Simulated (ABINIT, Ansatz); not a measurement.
Planning a run of ABINIT 10.8.3 on BiOBr (P4/nmm). The input:

```
acell 3*1.0 Angstrom
rprim 
  3.916000000000 0.000000000000 0.000000000000
  0.000000000000 3.916000000000 0.000000000000
  0.000000000000 0.000000000000 8.077000000000
ntypat 3
znucl 83 35 8
natom 6
typat 1 1 2 2 3 3
xred 
  0.000000000000 0.500000000000 0.154000000000
  0.500000000000 0.000000000000 0.846000000000
  0.000000000000 0.500000000000 0.653000000000
  0.500000000000 0.000000000000 0.347000000000
  0.000000000000 0.000000000000 0.000000000000
  0.500000000000 0.500000000000 0.000000000000
pp_dirpath "pseudos"
pseudos "Bi.upf, Br.upf, O.upf"
ecut 42
ngkpt 6 6 4
nshiftk 1
shiftk 0 0 0
kptopt 1
chksymbreak 0
nband 53
occopt 1
tolvrs 1e-10
nstep 60
prtwf 0
optforces 0
optstress 0
indata_prefix "in"
outdata_prefix "out"
tmpdata_prefix "tmp"
```

The database entry behind the starting cell differs from later determinations by our own check (0.1 to 0.3 % short, probably kX units), so it need not match the best structure at ambient conditions.

```sh
OMP_NUM_THREADS=1 mpirun -n 4 abinit run.abi > log
```

Question: How long will it take on 4 MPI ranks of Intel Xeon Platinum 8259CL at 2.50GHz (Skylake/Cascade Lake), shared host, and how much memory?

It took 6.6 min; on shared hardware allow 3.3 min to 13 min. Peak host memory was 0.74 GiB.

[Paths, hosts, dates, memory and timing lines, banners, echoed tables and standing remarks are left out of the program output.]

[Logs are printed without paths, hosts, clocks, repeated set-up lines and the standing remarks that a program may print on its own settings, such as how far it seeks lower states.]

[Runs of the session that timed out or met a known fault of the program may be left out.]

[Hosts, paths, dates, database ids (printed as entryN), source tags and the programs' standing remarks are cut or masked in the printed files.]

[G0W0 gaps are taken among the corrected bands and points alone; a level outside them can change the order at an edge.]

[Where Ansatz stands beside ABINIT at settings called matched, ABINIT's density can come from a denser mesh and the files from another edition; pairs whose starting gaps differed by over 0.03 eV were left out, so agreement reads better than it is.]
